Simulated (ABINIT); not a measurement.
Planning a run of ABINIT 10.8.3 on SnO2 (Cassiterite). The input:

```
acell 3*1.0 Angstrom
rprim 
  4.643240000000 0.000000000000 0.000000000000
  0.000000000000 4.643240000000 0.000000000000
  0.000000000000 0.000000000000 3.186500000000
ntypat 2
znucl 50 8
natom 6
typat 1 1 2 2 2 2
xred 
  0.000000000000 0.000000000000 0.000000000000
  0.500000000000 0.500000000000 0.500000000000
  0.305437483918 0.305437483918 0.000000000000
  0.194562516082 0.805437483918 0.500000000000
  0.694562516082 0.694562516082 0.000000000000
  0.805437483918 0.194562516082 0.500000000000
pp_dirpath "pseudos"
pseudos "Sn.upf, O.upf"
ecut 42
ngkpt 4 4 4
nshiftk 1
shiftk 0 0 0
kptopt 1
chksymbreak 0
iscf -2
irdden 1
istwfk *1
nband 116
nbdbuf 10
tolwfr 1e-09
nstep 60
prtvol 0
indata_prefix "in"
outdata_prefix "out"
tmpdata_prefix "tmp"
```

```sh
OMP_NUM_THREADS=1 mpirun -n 8 abinit run.abi > log
```

How long will it take on 8 MPI ranks of Arm Neoverse N1, shared host, and how much memory?

It took 1.7 min; on shared hardware allow 51 s to 3.4 min. Peak host memory was 0.75 GiB.

[Paths, hosts, dates, memory and timing lines, banners, echoed tables and standing remarks are left out of the program output.]

[Logs are printed without paths, hosts, clocks, repeated set-up lines and the standing remarks that a program may print on its own settings, such as how far it seeks lower states.]

[Runs of the session that timed out or met a known fault of the program may be left out.]

[Hosts, paths, dates, database ids (printed as entryN), source tags and the programs' standing remarks are cut or masked in the printed files.]

[G0W0 gaps are taken among the corrected bands and points alone; a level outside them can change the order at an edge.]

[Where Ansatz stands beside ABINIT at settings called matched, ABINIT's density can come from a denser mesh and the files from another edition; pairs whose starting gaps differed by over 0.03 eV were left out, so agreement reads better than it is.]
